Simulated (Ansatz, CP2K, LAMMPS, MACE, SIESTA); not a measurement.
# Glassy B2O3 (65 atoms): atom by atom

Geometry: the geometry as built. Computed with Ansatz 0.2.0: Kohn-Sham DFT, PBE, PAW, plane waves; cutoff 420 eV, Γ point, fermi-dirac smearing of 0.05 eV; density 1.96 g/cm³.

Extended XYZ; positions in Å, forces in eV/Å:

```xyz
65
Lattice="9.154 0.000 0.000 0.000 9.154 0.000 0.000 0.000 9.154" Properties=species:S:1:pos:R:3:forces:R:3 pbc="T T T"
B 8.765 1.370 3.573 1.179 0.666 0.027
B 8.482 6.406 8.712 0.304 -0.926 -0.244
B 0.181 3.713 2.457 1.587 -0.108 -0.636
B 7.409 1.542 8.824 -2.061 0.958 -0.929
B 4.381 6.983 0.213 -0.744 -0.181 -0.353
B 4.200 8.205 4.488 -0.120 -0.030 -1.078
B 5.863 7.001 2.515 -1.088 0.443 0.495
B 6.598 4.662 5.027 -0.587 -1.282 0.028
B 6.018 3.493 2.567 1.057 -0.701 0.119
B 8.986 4.123 5.779 0.365 -0.012 1.070
B 2.995 1.549 7.282 1.757 -1.932 -0.419
B 2.052 0.239 3.239 1.481 0.250 -1.870
B 6.297 4.822 0.141 0.840 0.632 -0.449
B 8.518 6.285 3.067 -0.338 -0.360 0.521
B 4.734 4.960 7.086 0.672 0.357 -2.256
B 4.234 8.262 7.140 -0.316 2.044 -0.016
B 2.242 3.228 0.632 -1.930 0.204 1.599
B 5.853 1.124 1.672 -1.759 1.700 -2.808
B 8.199 8.213 6.881 1.636 -0.645 -1.826
B 0.266 2.030 7.242 1.060 1.450 -0.971
B 5.500 2.224 6.870 0.832 -3.001 1.197
B 0.883 7.353 5.010 -1.325 -1.741 1.074
B 2.248 5.444 5.914 -0.355 1.636 0.128
B 1.977 5.735 0.023 -0.099 -0.763 -0.054
B 6.913 0.773 5.304 1.372 1.704 0.569
B 3.281 0.818 1.008 0.412 0.418 3.292
O 6.218 4.064 1.284 -0.584 -0.225 1.079
O 7.917 4.900 5.377 0.921 -0.213 -0.500
O 4.666 0.542 1.157 0.097 -0.356 0.049
O 1.094 4.674 5.946 0.549 -0.492 -0.076
O 5.303 6.756 1.241 0.075 0.346 0.258
O 4.115 2.381 7.010 -0.224 0.550 0.001
O 6.261 4.177 3.773 -0.644 -0.260 -1.283
O 4.845 7.563 8.161 -0.726 -0.666 0.634
O 7.658 0.777 4.100 -0.957 -0.327 0.924
O 4.610 8.119 5.811 -0.170 -0.626 -0.487
O 5.674 4.833 6.002 -1.140 -0.081 1.043
O 5.008 7.552 3.512 0.386 0.092 0.005
O 3.011 6.591 0.302 1.058 0.471 0.009
O 8.976 5.041 2.646 -0.118 -0.420 -0.163
O 2.282 4.357 9.030 0.726 0.165 -0.441
O 7.522 5.432 8.975 0.278 0.216 0.213
O 2.127 6.711 5.274 -0.285 -0.372 0.296
O 3.100 9.003 4.078 -0.116 -0.284 0.732
O 8.678 1.620 8.299 0.832 -1.024 1.407
O 3.428 0.181 7.505 -0.873 0.504 0.083
O 0.257 7.066 3.800 -0.550 0.199 -0.338
O 1.656 1.795 7.160 -0.910 0.558 -0.089
O 8.748 2.835 6.267 0.781 -0.298 0.332
O 3.427 5.222 6.610 0.247 -0.334 0.742
O 8.122 7.602 8.106 -0.684 0.245 -0.341
O 2.315 0.162 1.816 0.251 0.636 0.194
O 5.251 4.911 8.366 -1.128 -0.535 -0.134
O 5.683 2.098 2.597 0.058 2.180 1.035
O 0.676 6.162 8.986 -0.169 0.228 0.022
O 5.982 1.792 5.619 0.359 -0.715 -0.223
O 8.680 2.660 3.060 -0.683 0.216 0.465
O 7.191 6.692 2.765 0.586 0.225 -0.001
O 6.391 2.080 8.006 -1.552 0.445 -0.713
O 2.943 2.027 0.422 -0.268 1.462 -0.583
O 7.058 1.128 0.962 0.784 -0.686 -0.915
O 0.878 0.778 3.710 0.143 -0.481 -0.119
O 1.307 3.346 1.702 0.095 -0.365 0.177
O 7.304 9.115 6.351 -0.518 -0.528 0.719
O 0.192 7.918 6.081 0.240 -0.233 -0.218
```

The quench rate of 100 K/ps is many orders above laboratory rates, so the cell is likely richer in defects and strain than a real sample. The network of bonds at the start is that of the classical potential that made the cell, and needn't be the one that DFT or experiment would give. Only the Γ point is sampled, in a cell whose shortest periodic width is 9 Å.

The r.m.s. force component is 0.894 eV/Å; the longest force, 3.72 eV/Å, acts on B18.

[Logs are printed without paths, hosts, clocks, repeated set-up lines and the standing remarks that a program may print on its own settings, such as how far it seeks lower states.]

[Hosts, paths, dates, database ids (printed as entryN), source tags and the programs' standing remarks are cut or masked in the printed files.]
